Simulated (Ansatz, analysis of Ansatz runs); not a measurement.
# Moving an added hole between V sites in VPO4 (Cmcm)

Aim: the energy barrier that a trapped hole meets when it moves from one V atom to another one nearby in VPO4 (Cmcm). The model is a cell of 96 host atoms.

Main program and level: Ansatz 0.2.0; plane-wave PAW DFT, PBEsol+U; relaxation of all atoms of a supercell at fixed charge in a uniform background; PAW set soft_1.

Most raw output is cut from this account.

### 1. The structure

The cell holds 96 atoms: 16 V, 16 P and 64 O. Cell: a = 11.345 Å, b = 11.345 Å, c = 11.345 Å, α = 125.1°, β = 93.1°, γ = 111.8°. It derives from VPO4 (space group Cmcm). Nearest the centre at fractional (0.375, 0.875, 0.750): O76 at 1.34 Å, O68 at 1.34 Å, P20 at 2.20 Å, P28 at 2.20 Å, O52 at 2.32 Å, O36 at 2.32 Å, V6 at 2.35 Å, V3 at 2.35 Å.

Hubbard terms: V d 4.0 eV. They were chosen, not fitted, to curb self-interaction in the shells named, the trial site's among them. The two sites are V6 and V3. The cell's shortest repeat is 10.5 Å. The host's moments were started ferromagnetic, high spin; both sites carry the same spin direction.

### 2. The cell without the carrier

The neutral cell is relaxed first, from small random displacements, so that bond lengths and moments with the carrier can be set beside those of a relaxed cell without it.

Input file neutral.relax/input.yaml:

```yaml
crystal:
  lattice:
    - [-5.23155868, 7.80375834, 6.35985605]
    - [5.23155868, -7.80375834, 6.35985605]
    - [5.23155868, 7.80375834, -6.35985605]
  atoms:
    - { symbol: V, position: [0.0, 0.25, 0.75], spin: 2.0 }
    - { symbol: V, position: [0.0, 0.75, 0.25], spin: 2.0 }
    - { symbol: V, position: [0.25, 0.0, 0.75], spin: 2.0 }
    - { symbol: V, position: [0.25, 0.5, 0.25], spin: 2.0 }
    - { symbol: V, position: [0.5, 0.25, 0.25], spin: 2.0 }
    - { symbol: V, position: [0.5, 0.75, 0.75], spin: 2.0 }
[... 3 atom lines left out ...]
    - { symbol: V, position: [0.0, 0.75, 0.75], spin: 2.0 }
[... 1 atom line left out ...]
    - { symbol: V, position: [0.25, 0.5, 0.75], spin: 2.0 }
    - { symbol: V, position: [0.5, 0.25, 0.75], spin: 2.0 }
[... 1 atom line left out ...]
    - { symbol: V, position: [0.75, 0.0, 0.75], spin: 2.0 }
[... 2 atom lines left out ...]
    - { symbol: P, position: [0.05024, 0.625, 0.42524] }
    - { symbol: P, position: [0.30024, 0.375, 0.42524] }
    - { symbol: P, position: [0.30024, 0.875, 0.92524] }
[... 2 atom lines left out ...]
    - { symbol: P, position: [0.80024, 0.375, 0.92524] }
[... 3 atom lines left out ...]
    - { symbol: P, position: [0.44976, 0.375, 0.07476] }
    - { symbol: P, position: [0.44976, 0.875, 0.57476] }
    - { symbol: P, position: [0.69976, 0.125, 0.07476] }
[... 1 atom line left out ...]
    - { symbol: P, position: [0.94976, 0.375, 0.57476] }
[... 1 atom line left out ...]
    - { symbol: O, position: [0.108385, 0.002326, 0.860711] }
    - { symbol: O, position: [0.108385, 0.502326, 0.360711] }
[... 1 atom line left out ...]
    - { symbol: O, position: [0.358385, 0.752326, 0.860711] }
[... 6 atom lines left out ...]
    - { symbol: O, position: [0.391615, 0.252326, 0.893941] }
    - { symbol: O, position: [0.391615, 0.752326, 0.393941] }
    - { symbol: O, position: [0.641615, 0.002326, 0.893941] }
[... 6 atom lines left out ...]
    - { symbol: O, position: [0.391615, 0.997674, 0.639289] }
    - { symbol: O, position: [0.641615, 0.247674, 0.139289] }
    - { symbol: O, position: [0.641615, 0.747674, 0.639289] }
[... 3 atom lines left out ...]
    - { symbol: O, position: [0.108385, 0.747674, 0.606059] }
    - { symbol: O, position: [0.358385, 0.497674, 0.606059] }
    - { symbol: O, position: [0.358385, 0.997674, 0.106059] }
[... 5 atom lines left out ...]
    - { symbol: O, position: [0.09813, 0.725791, 0.372339] }
    - { symbol: O, position: [0.34813, 0.475791, 0.372339] }
    - { symbol: O, position: [0.34813, 0.975791, 0.872339] }
[... 1 atom line left out ...]
    - { symbol: O, position: [0.59813, 0.725791, 0.872339] }
[... 2 atom lines left out ...]
    - { symbol: O, position: [0.15187, 0.024209, 0.627661] }
[... 1 atom line left out ...]
    - { symbol: O, position: [0.40187, 0.274209, 0.127661] }
    - { symbol: O, position: [0.40187, 0.774209, 0.627661] }
    - { symbol: O, position: [0.65187, 0.024209, 0.127661] }
[... 3 atom lines left out ...]
    - { symbol: O, position: [0.146548, 0.274209, 0.372339] }
    - { symbol: O, position: [0.146548, 0.774209, 0.872339] }
[... 1 atom line left out ...]
    - { symbol: O, position: [0.396548, 0.524209, 0.872339] }
    - { symbol: O, position: [0.646548, 0.274209, 0.872339] }
[... 2 atom lines left out ...]
    - { symbol: O, position: [0.896548, 0.524209, 0.372339] }
    - { symbol: O, position: [0.103452, 0.475791, 0.627661] }
[... 1 atom line left out ...]
    - { symbol: O, position: [0.353452, 0.225791, 0.627661] }
[... 1 atom line left out ...]
    - { symbol: O, position: [0.603452, 0.475791, 0.127661] }
    - { symbol: O, position: [0.603452, 0.975791, 0.627661] }
[... 1 atom line left out ...]
    - { symbol: O, position: [0.853452, 0.725791, 0.627661] }
basis:
  ecutwfc: 420
  xc_grid: 2
hamiltonian:
  xc: pbesol
  hubbard:
    sites: [{ species: V, l: d, u_eff: 4.0 }]
    projectors: ortho-atomic
  pseudopotentials: { kind: paw, azcp: { folder: soft_1 }, xc_functional: pbe }
kpoints:
  mp_grid: { grid: [1, 1, 1] }
magnetization:
  spin_polarized: true
  initial_magnetization: 32
  spin_locking: { lock_magnetization: hard }
scf:
  occupations: { method: fermi_dirac, width: 0.01 }
  max_iter: 120
  lower_state_search: "off"
output:
  forces: true
relax:
  f_tol: 0.02
  max_steps: 70
  random_displacement: { amplitude: 0.04, seed: 3874 }
checkpoint:
  write: "../neutral.relax.run"
  compress: false
  write_wavefunctions: true
  write_every: 100000
```

On the command line:

```sh
$ ansatz run input.yaml --threads 8 --pin off --max-ram 18841MiB --backend cpu --events-out ev --progress --plain --runs-dir out
```

The job ended after 2.1 min (8 threads of Arm Neoverse V1, shared host; peak memory 3 GiB).

The largest displacement from an ideal site is 0.003 Å.

### 3. The hole on the first site

The nearest neighbour or neighbours of the site start displaced and the site's starting moment is changed by the carrier's spin, since a carrier doesn't trap itself in the undistorted lattice.

Input file A.relax/input.yaml:

```yaml
crystal:
  lattice:
    - [-5.23155868, 7.80375834, 6.35985605]
    - [5.23155868, -7.80375834, 6.35985605]
    - [5.23155868, 7.80375834, -6.35985605]
  atoms:
    - { symbol: V, position: [-7.1e-05, 0.250128, 0.750081], spin: 2.0 }
    - { symbol: V, position: [-5.4e-05, 0.750099, 0.250086], spin: 2.0 }
    - { symbol: V, position: [0.249905, 0.000135, 0.750096], spin: 2.0 }
    - { symbol: V, position: [0.249927, 0.500146, 0.250098], spin: 2.0 }
    - { symbol: V, position: [0.499895, 0.250165, 0.250102], spin: 2.0 }
    - { symbol: V, position: [0.499915, 0.750172, 0.750129], spin: 1.0 }
[... 3 atom lines left out ...]
    - { symbol: V, position: [-0.000109, 0.750103, 0.75008], spin: 2.0 }
[... 1 atom line left out ...]
    - { symbol: V, position: [0.24993, 0.500074, 0.750037], spin: 2.0 }
    - { symbol: V, position: [0.499913, 0.250153, 0.750097], spin: 2.0 }
[... 1 atom line left out ...]
    - { symbol: V, position: [0.749915, 0.000198, 0.750147], spin: 2.0 }
[... 2 atom lines left out ...]
    - { symbol: P, position: [0.050179, 0.625094, 0.425351] }
    - { symbol: P, position: [0.300206, 0.37514, 0.425333] }
    - { symbol: P, position: [0.300112, 0.875065, 0.925317] }
[... 2 atom lines left out ...]
    - { symbol: P, position: [0.800161, 0.375142, 0.925349] }
[... 3 atom lines left out ...]
    - { symbol: P, position: [0.449686, 0.375169, 0.074831] }
    - { symbol: P, position: [0.449652, 0.875145, 0.574857] }
    - { symbol: P, position: [0.699643, 0.125167, 0.074911] }
[... 1 atom line left out ...]
    - { symbol: P, position: [0.949643, 0.375121, 0.574841] }
[... 1 atom line left out ...]
    - { symbol: O, position: [0.108345, 0.002508, 0.860933] }
    - { symbol: O, position: [0.108371, 0.502501, 0.360978] }
[... 1 atom line left out ...]
    - { symbol: O, position: [0.365123, 0.752359, 0.855681] }
[... 6 atom lines left out ...]
    - { symbol: O, position: [0.391462, 0.252651, 0.894069] }
    - { symbol: O, position: [0.391441, 0.752611, 0.394092] }
    - { symbol: O, position: [0.634591, -0.009468, 0.887197] }
[... 6 atom lines left out ...]
    - { symbol: O, position: [0.391461, 0.997726, 0.639269] }
    - { symbol: O, position: [0.641439, 0.247746, 0.139299] }
    - { symbol: O, position: [0.634701, 0.74798, 0.644563] }
[... 3 atom lines left out ...]
    - { symbol: O, position: [0.108386, 0.747648, 0.606101] }
    - { symbol: O, position: [0.365246, 0.509799, 0.613057] }
    - { symbol: O, position: [0.358309, 0.997632, 0.106083] }
[... 5 atom lines left out ...]
    - { symbol: O, position: [0.097977, 0.725778, 0.372345] }
    - { symbol: O, position: [0.347985, 0.475871, 0.37238] }
    - { symbol: O, position: [0.347893, 0.975819, 0.872383] }
[... 1 atom line left out ...]
    - { symbol: O, position: [0.592873, 0.72721, 0.866127] }
[... 2 atom lines left out ...]
    - { symbol: O, position: [0.15189, 0.02433, 0.627697] }
[... 1 atom line left out ...]
    - { symbol: O, position: [0.401891, 0.274355, 0.127699] }
    - { symbol: O, position: [0.406957, 0.773128, 0.634126] }
    - { symbol: O, position: [0.651883, 0.024475, 0.127903] }
[... 3 atom lines left out ...]
    - { symbol: O, position: [0.146518, 0.274419, 0.372406] }
    - { symbol: O, position: [0.146425, 0.774314, 0.872343] }
[... 1 atom line left out ...]
    - { symbol: O, position: [0.396502, 0.524416, 0.872419] }
    - { symbol: O, position: [0.646475, 0.274429, 0.872414] }
[... 3 atom lines left out ...]
    - { symbol: O, position: [0.103335, 0.475821, 0.627773] }
[... 1 atom line left out ...]
    - { symbol: O, position: [0.353357, 0.225826, 0.627729] }
[... 1 atom line left out ...]
    - { symbol: O, position: [0.603374, 0.47591, 0.127797] }
    - { symbol: O, position: [0.603338, 0.975891, 0.627797] }
    - { symbol: O, position: [0.853327, 0.225846, 0.127789] }
    - { symbol: O, position: [0.853365, 0.725918, 0.627833] }
total_charge: 1
basis:
  ecutwfc: 420
  xc_grid: 2
hamiltonian:
  xc: pbesol
  hubbard:
    sites: [{ species: V, l: d, u_eff: 4.0 }]
    projectors: ortho-atomic
  pseudopotentials: { kind: paw, azcp: { folder: soft_1 }, xc_functional: pbe }
kpoints:
  mp_grid: { grid: [1, 1, 1] }
magnetization:
  spin_polarized: true
  initial_magnetization: 31
  spin_locking: { lock_magnetization: hard }
scf:
  occupations: { method: fermi_dirac, width: 0.01 }
  max_iter: 120
  lower_state_search: "off"
output:
  forces: true
relax:
  f_tol: 0.015
  max_steps: 70
  escape_saddle: false
checkpoint:
  write: "../A.relax.run"
  compress: false
  write_wavefunctions: true
  write_every: 100000
```

The job ended after 3.2 min (8 threads; peak memory 3 GiB; 25 min of CPU time).

Step by step:

```csv
step,energy less that of the first step (eV),largest force component (eV/Å)
1,0.0000,1.2857
2,-0.2376,0.7488
3,-0.2803,0.3408
4,-0.3479,0.1135
5,-0.3510,0.0716
6,-0.3477,0.1146
7,-0.3522,0.0207
8,-0.3524,0.0071
```

Relaxation step 6 was tried and not accepted.

The atoms that moved most (Å):

```csv
atom,dx,dy,dz,length
O76,0.000,0.006,0.059,0.059
O70,-0.001,-0.006,-0.059,0.059
O54,-0.034,0.031,0.018,0.049
O59,-0.033,-0.031,-0.019,0.049
O36,0.034,-0.030,-0.018,0.049
O45,0.033,0.031,0.019,0.049
O44,0.006,0.026,-0.026,0.037
O62,-0.007,-0.026,0.025,0.037
```

The moves above count from the input, in which the site's nearest neighbours were already displaced; the distances below compare with the cell without the carrier.

Distances from V6 without and with the hole:

```csv
atom,without (Å),with (Å)
O70,1.93,1.84
O76,1.93,1.84
O54,2.09,2.03
O36,2.09,2.03
O59,2.09,2.03
O45,2.09,2.03
```

The largest changes of the moments are -0.63 μB on V6, -0.03 μB on O70 and -0.03 μB on O76. The largest part sits on the chosen site.

### 4. The hole on the second site

The same start is made on the second site, to get the end of the hop.

Input file B.relax/input.yaml:

```yaml
crystal:
  lattice:
    - [-5.23155868, 7.80375834, 6.35985605]
    - [5.23155868, -7.80375834, 6.35985605]
    - [5.23155868, 7.80375834, -6.35985605]
  atoms:
    - { symbol: V, position: [-7.1e-05, 0.250128, 0.750081], spin: 2.0 }
    - { symbol: V, position: [-5.4e-05, 0.750099, 0.250086], spin: 2.0 }
[... 17 atom lines left out ...]
    - { symbol: P, position: [0.300112, 0.875065, 0.925317] }
[... 7 atom lines left out ...]
    - { symbol: P, position: [0.449652, 0.875145, 0.574857] }
[... 7 atom lines left out ...]
    - { symbol: O, position: [0.358316, 0.752501, 0.860965] }
[... 15 atom lines left out ...]
    - { symbol: O, position: [0.384654, 0.997868, 0.644553] }
[... 15 atom lines left out ...]
    - { symbol: O, position: [0.342808, 0.977076, 0.86604] }
[... 7 atom lines left out ...]
    - { symbol: O, position: [0.401872, 0.774386, 0.627783] }
[... 19 atom lines left out ...]
    - { symbol: O, position: [0.853365, 0.725918, 0.627833] }
total_charge: 1
basis:
  ecutwfc: 420
  xc_grid: 2
hamiltonian:
  xc: pbesol
  hubbard:
    sites: [{ species: V, l: d, u_eff: 4.0 }]
    projectors: ortho-atomic
  pseudopotentials: { kind: paw, azcp: { folder: soft_1 }, xc_functional: pbe }
kpoints:
  mp_grid: { grid: [1, 1, 1] }
magnetization:
  spin_polarized: true
  initial_magnetization: 31
  spin_locking: { lock_magnetization: hard }
scf:
  occupations: { method: fermi_dirac, width: 0.01 }
  max_iter: 120
  lower_state_search: "off"
output:
  forces: true
relax:
  f_tol: 0.015
  max_steps: 70
  escape_saddle: false
checkpoint:
  write: "../B.relax.run"
  compress: false
  write_wavefunctions: true
  write_every: 100000
```

Run time: 2.7 min. Hardware: 8 threads; peak memory 3 GiB.

Distances from V3 without and with the hole:

```csv
atom,without (Å),with (Å)
O68,1.93,1.84
O73,1.93,1.84
O52,2.09,2.03
O43,2.09,2.03
O33,2.09,2.03
O58,2.09,2.03
```

The largest changes of the moments are -0.63 μB on V3, -0.03 μB on O68 and -0.03 μB on O73. The largest part sits on the chosen site.

[end of part 1 of 2]

[Logs are printed without paths, hosts, clocks, repeated set-up lines and the standing remarks that a program may print on its own settings, such as how far it seeks lower states.]

[Hosts, paths, dates, database ids (printed as entryN), source tags and the programs' standing remarks are cut or masked in the printed files.]
